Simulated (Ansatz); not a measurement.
**What do other settings change for liquid 56SiO2-24Al2O3-8MgO-8ZnO-4BeO (mol %) at 2000 K (82 atoms)?**

Density of this cell: 2.66 g/cm³. The cell holds 82 atoms: 14 Si, 12 Al, 2 Mg, 2 Zn, 1 Be and 51 O. Cell: a = 10.248 Å, b = 10.248 Å, c = 10.248 Å, α = 90.0°, β = 90.0°, γ = 90.0°. 82 atoms (14 Si, 12 Al, 2 Mg, 2 Zn, 1 Be, 51 O) placed at random at 2.66 g/cm³, melted at 4000 K for 10 ps at fixed volume with the Morse and Coulomb pair potential with partial charges (Pedone, Malavasi, Menziani, Cormack and Segre, J. Phys. Chem. B 110, 11780 (2006)). Snapshot at the end of a hold of 10 ps at 2000 K and fixed volume.

Geometry: as built.

Reference run: Kohn-Sham DFT, PBE, PAW (set soft_2), plane waves (Ansatz 0.2.0), cutoff 420 eV, Γ point, fixed occupations.

| Quantity | Value |
| --- | --- |
| r.m.s. force component | 3.306 eV/Å |
| pressure | 6.239 GPa |
| gap (highest filled to lowest empty level) | 0.5905 eV |
| SCF cycles | 11 |
| time | 19 s on 4 threads of Arm Neoverse V1, shared host |

**Question.** The same geometry is run again with each of these changes. How far do the results move, and how long does each run take?
- support functions low
- support functions medium
- crystal.symmetry.detect = false

Each row is set against the plane-wave reference (Kohn-Sham DFT, PBE, PAW (set soft_2), plane waves; r.m.s. force component 3.31 eV/Å). Energies are set beside the reference only for runs with its functional, potentials and electron count. Times are for 4 threads of Arm Neoverse V1, shared host. The reference's time includes the DOS, the stress and grids, which some other runs skip.

```csv
run,"Δ force, r.m.s. (meV/Å)",share of r.m.s. force (%),Δ energy (meV/atom),Δ pressure (GPa),Δ gap (eV),cycles,time,host memory (GiB)
reference,-,-,-,-,-,11,19 s,1.3
support functions low,1.11,0.0337,-4.71,-,3.0e-4,16,2.5 min,3.4
support functions medium,1.08,0.0328,-4.71,-,6.0e-4,18,2.8 min,3.5
crystal.symmetry.detect = false,0,0,-,0,0,11,18 s,1.3
```

Among numerical settings the force difference runs from 0 meV/Å (crystal.symmetry.detect = false) to 1.1 meV/Å (support functions low). At 82 atoms the fastest of the runs at a preset level, support functions low, takes roughly 7.9 times the time of plane waves (whose run also made extra analyses, so the like-for-like ratio is larger), in 16 SCF cycles against 11. Differences between support functions and plane waves include what basis error the plane-wave run still has. 

[Logs are printed without paths, hosts, clocks, repeated set-up lines and the standing remarks that a program may print on its own settings, such as how far it seeks lower states.]

[Hosts, paths, dates, database ids (printed as entryN), source tags and the programs' standing remarks are cut or masked in the printed files.]
